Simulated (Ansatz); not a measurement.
# Ti2C(OH)2 MXene monolayer in a perpendicular field, part 2 of 2

Aim: how the Ti2C(OH)2 MXene monolayer screens a field along its normal, and what the field does to its bands. A positive field points along +c.

Ansatz 0.2.0; plane-wave DFT, PBE-D3(BJ), Ansatz PAW (set soft_1); PAW set soft_1.

So far. Step 2 (Relaxation): The lattice constant a goes from 3.100 to 3.039 Å.

### 3. Single point, field 0

A sawtooth potential applies the field, turning back in the middle of the vacuum. With the dipole correction the typed value is the field outside the slab. The induced dipole is small, so the SCF threshold is tight.

The cell differs from the one that the last finished run ended in (c 44.203 → 24.782 Å).

input.yaml

```yaml
crystal:
  lattice:
    - [3.0386458317, 0.0, 0.0]
    - [-1.5193229159, 2.6315444834, 0.0]
    - [0.0, 0.0, 24.7821182084]
  atoms:
    - { symbol: H, position: [0.3333333333, 0.6666666667, 0.3631650824] }
    - { symbol: O, position: [0.3333333333, 0.6666666667, 0.4024046071] }
    - { symbol: Ti, position: [0.6666666667, 0.3333333333, 0.45354297] }
    - { symbol: C, position: [0.0, 0.0, 0.5] }
    - { symbol: Ti, position: [0.3333333333, 0.6666666667, 0.54645703] }
    - { symbol: O, position: [0.6666666667, 0.3333333333, 0.5975953929] }
    - { symbol: H, position: [0.6666666667, 0.3333333333, 0.6368349176] }
kpoints:
  mp_grid: { grid: [18, 18, 1] }
  band_path:
    path: [[0, 0, 0], [0.5, 0, 0], [0.33333333, 0.33333333, 0], [0, 0, 0]]
    npoints: 16
hamiltonian:
  xc: pbe
  dispersion: d3bj
  pseudopotentials: { kind: paw, azcp: { folder: soft_1 } }
scf:
  occupations: { method: fermi_dirac, width: 0.02585 }
  convergence: { dr2_threshold: 1.0e-10 }
efield:
  axis: 3
  dipole_correction: true
  ramp_position: 0.97
  ramp_width: 0.06
  amplitude: 0
output:
  dos: { projected: true, e_range: [-6, 5] }
  write_potential: true
  write_density: true
  volumetric_format: npy
  elf: true
```

On the command line:

```sh
$ ansatz run input.yaml --threads 2 --pin off --max-ram 3072MiB --backend cpu --events-out ev --progress --plain --runs-dir out
```

Numbers of over 12 decimals in the logs are rounded to 6 here.

Log:

```text
[...]
Crystal: 7 atoms, lattice volume = 198.166 Å³
Basis set: ecut = 420 eV, 3851 PW (Γ)
Bands: 28, of which v1, the nominal top of the filled ones, is band 21 counted from 1 (20 counted from 0)
Symmetry: 6 space group operations
k-points: 37 of 324 (time reversal used)
[...]
SCF iter   1: F=—  HF=-6431.442587 eV  |F-HF|=—  |Δ(HF+E_count)|=         —  Δρ=1.01e-1  dr2=3.21e1  ethr=3.10e-3  p=0.000 e·Å  D=1.93e-13 V/Å  ΔV_dip=-0.00 eV  dr2_dipole=3.16e-11  V_vac-E_F(+/−)=7.90/7.90 eV  ⟨swp⟩=9.0  Hψ=5541  notcnv=0
efield: sawtooth ramp at fractional position 0.9700 (set: `efield.ramp_position`, or a place that a band, a saddle search or an elastic batch's reference lends), width 0.0600; the density the first Hamiltonian is built on has a dipole p = 0.000 e·Å; the dipole correction subtracts the counter field D = 1.93e-13 V/Å, which shifts the + side's vacuum level by -0.00 eV against the − side's; the planar-averaged density in the ramp window peaks in size at 1.2e-6 e/Å³
[...]
SCF iter   2: F=—  HF=-6458.698386 eV  |F-HF|=—  |Δ(HF+E_count)|=    2.73e1  Δρ=1.90e-1  dr2=1.79e3  ethr=3.10e-3  p=-0.000 e·Å  D=-2.81e-4 V/Å  ΔV_dip=0.01 eV  dr2_dipole=1.40e-3  V_vac-E_F(+/−)=-4.01/-4.01 eV  ⟨swp⟩=15.2  Hψ=10419  notcnv=0  defer=59  recentre
[...]
SCF iter  26: F=-6423.061570 eV  HF=-6423.061570 eV  |F-HF|=2.82e-11  |Δ(HF+E_count)|=  5.73e-11  Δρ=6.12e-8  dr2=3.16e-11  ethr=1.00e-12  p=0.000 e·Å  D=6.64e-7 V/Å  ΔV_dip=-0.00 eV  dr2_dipole=6.75e-12  V_vac-E_F(+/−)=1.95/1.95 eV  ⟨swp⟩=12.7  Hψ=4601  notcnv=0
SCF 1 converged in 26 iterations: F = -6423.061570 eV  dr2 = 3.16e-11
[...]
NSCF: frozen V_eff on 49 k-points
efield: sawtooth ramp at fractional position 0.9700 (kept from the solve that this one continues, or follows in the run), width 0.0600; the density the first Hamiltonian is built on has a dipole p = 0.000 e·Å; the dipole correction subtracts the counter field D = 6.64e-7 V/Å, which shifts the + side's vacuum level by -0.00 eV against the − side's; the planar-averaged density in the ramp window peaks in size at 4.5e-6 e/Å³
[...]
SCF converged after 26 iterations
Free energy (F): -6423.061570 eV
[...]
Internal energy: -6423.055860 eV  (E = F + TS)
E sigma→0 (E₀):  -6423.058715 eV
Entropy (-TS):   -0.005710 eV (-0.816 meV/atom)
Fermi energy:    2.309875 eV
Dipole field:    D = 0.000004 V/Å  (p = 0.000005 e·Å, saw-weighted, corrected)
Work function:   Φ+ = 1.9452 eV   Φ− = 1.9453 eV
Levels:          The Fermi level and band energies are counted from a zero that moves with the ramp; work functions are not
[...]
--- Band table (eV; the first three rows and the last of 37) ---
  k-point 0: bands = [... 17 lower, -1.9258, 0.1331, 0.1331, 2.0377, 2.3120, 2.4091, 2.4091, 2.5243, ... 3 higher]
  k-point 1: bands = [... 17 lower, -1.8286, -0.0379, 0.0834, 2.0793, 2.3258, 2.3765, 2.4750, 2.6141, ... 3 higher]
  k-point 2: bands = [... 17 lower, -1.6596, -0.4564, -0.0386, 2.0863, 2.2756, 2.4731, 2.6522, 2.8592, ... 3 higher]
  k-point 36: bands = [... 17 lower, -1.9836, -1.9836, -1.0377, 3.0627, 3.3933, 3.3933, 4.3146, 4.3146, ... 3 higher]
```

Wall time 23 s (2 threads of Intel Xeon Platinum 8488C (Sapphire Rapids), shared host); peak memory 0.61 GiB.

This step gave:

| Property | Result |
| --- | --- |
| energy at zero smearing | -6423.0587 eV |
| work function, upper face | 1.945 eV |
| dipole along the normal | 4.57e-6 e·Å |

Running mean over a fixed 2.6 Å (it still follows the layers) of the planar mean; the ramp of the sawtooth is left out. The electron's electrostatic potential energy less the Fermi level by z:

```tsv
z (Å)	electron's electrostatic potential energy less the Fermi level (eV)
3.5	1.94
4.0	1.94
4.5	1.93
5.0	1.91
5.5	1.89
6.0	1.83
6.5	1.75
7.0	1.59
7.5	1.23
8.0	0.650
8.5	-0.253
9.0	-1.78
9.5	-3.62
10.0	-6.19
10.5	-8.27
11.0	-9.69
11.5	-10.3
12.0	-10.9
12.5	-11.2
13.0	-10.6
13.5	-10.1
14.0	-9.19
14.5	-7.46
15.0	-5.05
15.5	-2.74
16.0	-1.09
16.5	0.261
17.0	0.881
17.5	1.43
18.0	1.67
18.5	1.79
19.0	1.86
19.5	1.90
20.0	1.92
20.5	1.93
21.0	1.94
21.5	1.94
```

The density of states has structure finer than the step of the table below, so its rows give means over 0.25 eV, whole bins alone (the curve runs from -6 to 1.42 eV). Peaks (eV: height): -5.150: 23.8, -4.460: 8.59, -3.790: 4.03, -3.570: 6.74, -3.350: 15.0, 0.010: 4.88.

Table of density of states by energy, zero at the Fermi level; means over each step:

```tsv
energy (eV)	density of states (states/eV a cell)
-5.75	2.58
-5.50	3.93
-5.25	9.67
-5.00	3.08
-4.75	0.418
-4.50	4.13
-4.25	1.47
-4.00	1.81
-3.75	2.15
-3.50	5.19
-3.25	3.60
-3.00	1.59
-2.75	2.30
-2.50	0.893
-2.25	0.471
-2.00	0
-1.75	0.402
-1.50	0.697
-1.25	0.814
-1.00	0.940
-0.75	1.10
-0.50	1.48
-0.25	1.48
0.00	2.17
0.25	2.57
0.50	2.54
0.75	2.27
1.00	2.55
1.25	2.72
```

Projected DOS per atom over height of the atomic layer and energy from the Fermi level. Layers: H O Ti C Ti O H from below.

Ten even steps from '0' (0.00 states/eV) to '9' (2.96 states/eV), each cell a mean:
```
0030300
0020200
0020200
0020200
0010100
0020200
0010100
0010100
0010100
0000000
0000000
0001000
0013100
0012100
0039300
0013100
0012100
0016100
0100010
0910190
0600060
0300030
```
Columns: height of the atomic layer (Å) from 9 to 15.8 (not evenly spaced); rows upwards: energy from the Fermi level (eV) from -5.96 to 1.42.

The electronic bands at the labelled points (eV, zero at the Fermi level):

```tsv
point	band 18	band 19	band 20	band 21	band 22	band 23	band 24	band 25
Γ	-4.24	-2.18	-2.18	-0.27	0.00	0.10	0.10	0.21
halfway	-3.97	-3.62	-2.64	-1.00	0.67	0.87	1.04	1.37
M	-4.68	-3.36	-2.67	-1.85	1.60	2.05	2.42	2.45
halfway	-4.53	-3.66	-3.35	-0.65	1.52	1.67	1.97	2.36
K	-4.29	-4.29	-3.35	0.75	1.08	1.08	2.00	2.00
halfway	-4.08	-3.59	-3.14	-0.31	0.04	1.11	1.48	1.68
Γ	-4.24	-2.18	-2.18	-0.27	0.00	0.10	0.10	0.21
```

Electrostatic potential energy in the ca plane at fractional y = 0.333, with atoms of Ti and O and H within 0.2 Å of it. With pseudopotentials it is smooth inside the atoms' cores, unlike the true potential.

Values in eV, 5 rows by 16 columns, each cell a mean:
```
  4   4   4   4   4   4  -4 -29  -6   1  -6 -11  -1   3   4   4
  4   4   4   4   4   4 -11 -38 -14   3 -18 -35 -14   3   4   4
  4   4   4   4   4   4  -4 -29  -7   0  -6 -12  -1   3   4   4
  4   4   4   4   3   3   2  -3   0  -8  -4   4   4   4   4   4
  4   4   4   4   3   3   2  -2   0  -8  -4   4   4   4   4   4
```
Columns run along c (16.0 Å, from fractional 0.15 to 0.80 of the cell; values clipped at the 3rd and 97th percentile), rows up along a (3.0 Å). Atoms in or near the plane, at fractional coordinates: Ti at (0.45, 0.67), O at (0.60, 0.67), H at (0.64, 0.67).

ELF in the ca plane at fractional y = 0.333, with atoms of Ti and O and H within 0.2 Å of it. It is the smooth field of the valence electrons, not physical close to the nuclei.

Values, 5 rows by 16 columns, each cell a mean:
```
0.01 0.07 0.12 0.05 0.02 0.09 0.18 0.53 0.30 0.21 0.50 0.71 0.49 0.05 0.10 0.10
0.01 0.07 0.13 0.05 0.01 0.02 0.23 0.69 0.32 0.19 0.59 0.68 0.84 0.09 0.10 0.11
0.01 0.07 0.12 0.05 0.02 0.10 0.20 0.54 0.29 0.21 0.50 0.70 0.50 0.06 0.10 0.10
0.01 0.07 0.13 0.05 0.07 0.32 0.51 0.18 0.60 0.26 0.16 0.22 0.05 0.03 0.11 0.10
0.01 0.07 0.13 0.05 0.07 0.33 0.52 0.18 0.61 0.25 0.14 0.20 0.04 0.03 0.11 0.10
```
Columns run along c (16.0 Å, from fractional 0.15 to 0.80 of the cell), rows up along a (3.0 Å). Atoms in or near the plane, at fractional coordinates: Ti at (0.45, 0.67), O at (0.60, 0.67), H at (0.64, 0.67).

Valence density in the ca plane at fractional y = 0.333, with atoms of Ti and O and H within 0.2 Å of it. It is the smooth field of the valence electrons, not physical close to the nuclei.

Ten steps, logarithmic in the rise over the least value, from '0' (0 e/Å³) to '9' (11 e/Å³), each cell a mean:
```
00000011235653322223453210000000000000000000
00000001258985222125786531000000000000000000
00000001269985221136897641000000000000000000
00000001258874222125776431000000000000000000
00000012234543322223443210000000000000000000
00000123322233333332221000000000000000000000
00000123322223434432110000000000000000000000
00000122322233333332221100000000000000000000
```
Columns run along c (16.0 Å, from fractional 0.29 to 0.94 of the cell), rows up along a (3.0 Å). Atoms in or near the plane, at fractional coordinates: Ti at (0.45, 0.67), O at (0.60, 0.67), H at (0.64, 0.67).

The work function of the upper face is 1.95 eV.

### 4. Atoms held, field 0.1 V/Å

input.yaml: that of step 3 with these lines changed.

```diff
@@ -28,7 +28,6 @@
   dipole_correction: true
-  ramp_position: 0.97
-  ramp_width: 0.06
-  amplitude: 0
+  ramp_position: 0.9197
+  ramp_width: 0.1606
+  amplitude: 0.1
 output:
-  dos: { projected: true, e_range: [-6, 5] }
   write_potential: true
@@ -36,2 +35 @@
   volumetric_format: npy
-  elf: true
```

Log:

```text
[...]
Crystal: 7 atoms, lattice volume = 198.166 Å³
Basis set: ecut = 420 eV, 3851 PW (Γ)
Bands: 28, of which v1, the nominal top of the filled ones, is band 21 counted from 1 (20 counted from 0)
Symmetry: 6 space group operations
k-points: 37 of 324 (time reversal used)
[...]
k-point 0: bands = [... 17 lower, -1.9342, 0.1246, 0.1246, 2.0287, 2.3041, 2.4005, 2.4005, 2.5185, ... 3 higher]
  k-point 1: bands = [... 17 lower, -1.8370, -0.0464, 0.0749, 2.0705, 2.3172, 2.3691, 2.4665, 2.6077, ... 3 higher]
  k-point 2: bands = [... 17 lower, -1.6681, -0.4649, -0.0471, 2.0779, 2.2668, 2.4663, 2.6437, 2.8517, ... 3 higher]
  k-point 36: bands = [... 17 lower, -1.9934, -1.9908, -1.0462, 3.0542, 3.3839, 3.3857, 4.3060, 4.3063, ... 3 higher]
[key lines of the parts left out:]
SCF converged after 32 iterations
Free energy (F): -6423.064500 eV
Fermi energy:    2.301543 eV
Dipole field:    D = 0.053513 V/Å  (p = 0.058604 e·Å, saw-weighted, corrected)
```

It took 25 s on 2 threads; peak memory 0.57 GiB; 49 s of CPU time.

The dipole is 0.0586 e·Å.

### 5. Single point, field -0.1 V/Å

input.yaml: that of step 4 with these lines changed.

```diff
@@ -30,3 +30,3 @@
   ramp_width: 0.1606
-  amplitude: 0.1
+  amplitude: -0.1
 output:
```

Log:

```text
[...]
Crystal: 7 atoms, lattice volume = 198.166 Å³
Basis set: ecut = 420 eV, 3851 PW (Γ)
Bands: 28, of which v1, the nominal top of the filled ones, is band 21 counted from 1 (20 counted from 0)
Symmetry: 6 space group operations
k-points: 37 of 324 (time reversal used)
[...]
k-point 0: bands = [... 17 lower, -1.9342, 0.1246, 0.1246, 2.0287, 2.3041, 2.4005, 2.4005, 2.5185, ... 3 higher]
  k-point 1: bands = [... 17 lower, -1.8370, -0.0464, 0.0749, 2.0705, 2.3172, 2.3691, 2.4665, 2.6077, ... 3 higher]
  k-point 2: bands = [... 17 lower, -1.6681, -0.4649, -0.0471, 2.0779, 2.2668, 2.4663, 2.6437, 2.8517, ... 3 higher]
  k-point 36: bands = [... 17 lower, -1.9934, -1.9908, -1.0462, 3.0542, 3.3839, 3.3857, 4.3060, 4.3063, ... 3 higher]
[key lines of the parts left out:]
SCF converged after 39 iterations
Free energy (F): -6423.064500 eV
Fermi energy:    2.301540 eV
Dipole field:    D = -0.053505 V/Å  (p = -0.058596 e·Å, saw-weighted, corrected)
```

Wall time 29 s (2 threads); peak memory 0.57 GiB; 57 s of CPU time.

The dipole is -0.0586 e·Å.

### 6. Response, atoms held

This step: plane-wave DFT, PBE-D3(BJ), Ansatz PAW (set soft_1); response to a field along the normal, atoms held; PAW set soft_1 (Ansatz 0.2.0).

The dipoles give the slope, and the difference of two potentials shows where the field is screened.

Numbers from this step:

| Quantity | Value |
| --- | --- |
| equivalent conductor thickness p/(ε₀AE) | 13.26 Å |
| distance between the outer atoms | 6.782 Å |

Table of dipole of the cell by applied field:

```tsv
applied field (V/Å)	dipole of the cell (e·Å)
-0.1000	-0.0586
0.0000	4.6e-6
0.1000	0.0586
```

Local field over the applied field, running mean. From the potentials at -0.1 and 0.1 V/Å; running mean over 2.5 Å. Local field over applied field against z:

z (Å), local field over applied field and a bar from the least value:
```
      4.5      0.909 ##############################
      5.0      0.852 ############################
      5.5      0.767 ##########################
      6.0      0.647 ######################
      6.5      0.492 ##################
      7.0      0.307 #############
      7.5      0.118 ########
      8.0     -0.037 ####
      8.5     -0.135 #
      9.0     -0.179 
      9.5     -0.177 
     10.0     -0.149 #
     10.5     -0.108 ##
     11.0     -0.076 ###
     11.5     -0.052 ###
     12.0     -0.033 ####
     12.5     -0.023 ####
     13.0     -0.042 ####
     13.5     -0.060 ###
     14.0     -0.090 ##
     14.5     -0.125 ##
     15.0     -0.164 
     15.5     -0.181 
     16.0     -0.167 
     16.5     -0.098 ##
     17.0      0.024 ######
     17.5      0.198 ##########
     18.0      0.390 ###############
     18.5      0.563 ####################
     19.0      0.704 ########################
     19.5      0.808 ###########################
     20.0      0.880 #############################
     20.5      0.927 ##############################
```

The induced electron density oscillates, so the rows of the table below give means over windows of 0.5 Å about each position, cut where the curve ends. Its maxima inside the range that stand out by 2 % of the span (Å: e/Å³ per V/Å): 7.43: 0.00258, 9.64: 1.7e-4, 10.46: 7.8e-4, 13.49: 0.00144, 14.73: 0.00129, 15.70: 0.00134. Its minima: 9.09: -0.00134, 10.05: -0.00129, 11.29: -0.00144, 14.32: -7.8e-4, 15.14: -1.7e-4, 17.35: -0.00258.

Electrons, planar mean, per unit field. Induced electron density against z; means over each step:

z (Å), induced electron density (e/Å³ per V/Å) and a bar from the least value:
```
      4.5    0.00042 #################
      5.0    0.00066 ###################
      5.5    0.00102 #####################
      6.0    0.00150 ########################
      6.5    0.00202 ###########################
      7.0    0.00244 #############################
      7.5    0.00254 ##############################
      8.0    0.00216 ############################
      8.5    0.00077 ####################
      9.0   -0.00101 #########
      9.5   -0.00038 #############
     10.0   -0.00075 ###########
     10.5    0.00053 ##################
     11.0   -0.00062 ###########
     11.5   -0.00072 ###########
     12.0   -0.00017 ##############
     12.5    0.00005 ###############
     13.0    0.00027 #################
     13.5    0.00110 #####################
     14.0   -0.00017 ##############
     14.5    0.00003 ###############
     15.0    0.00047 ##################
     15.5    0.00091 ####################
     16.0    0.00040 #################
     16.5   -0.00155 ######
     17.0   -0.00241 #
     17.5   -0.00254 
     18.0   -0.00228 ##
     18.5   -0.00180 ####
     19.0   -0.00127 #######
     19.5   -0.00085 ##########
     20.0   -0.00054 ############
     20.5   -0.00036 #############
```

By hand: between -0.1 and 0.1 V/Å the dipole changes by 0.1172 e·Å, a slope of 0.5860 e·Å²/V. A perfect conductor of thickness t has p = ε₀AEt, so t = 180.95 × 0.5860 / 7.996 = 13.26 Å (e/ε₀ = 180.95 V·Å, A in Å²).

The induced dipole is that of a conductor 13.26 Å thick.

### 7. Summary of results

- gap without field: none
- work function, upper face: 1.95 eV
- equivalent conductor thickness, atoms held: 13.3 Å

What this shows: The induced dipole equals that of a perfect conductor 13.26 Å thick, while the outer atoms lie 6.78 Å apart. There is no gap over 0.03 eV, with or without the field. The first relaxation ran with spin and lost its moment, and the later runs have none; other magnetic states were not tried. In 3 runs of the series (0.1 V/Å, -0.1 V/Å and response) the program warns that electrons reach the sawtooth's ramp, which makes dipole and work function less sure. The MXene's terminations sit over the metal atoms of its far layer; the site over carbon or nitrogen, which some compounds prefer, was not run.

[Logs are printed without paths, hosts, clocks, repeated set-up lines and the standing remarks that a program may print on its own settings, such as how far it seeks lower states.]

[Hosts, paths, dates, database ids (printed as entryN), source tags and the programs' standing remarks are cut or masked in the printed files.]

[Maps of the electrostatic potential energy from Ansatz leave out the sawtooth potential of an applied field or a dipole correction, so their vacuum need not be flat; planar profiles and work functions include it.]

[The density of states shown here was stored with 400 of the rows of the run's finer table, so its peaks can read low, often by over a quarter, or be missed, and its means over a window can be off by a tenth or more.]
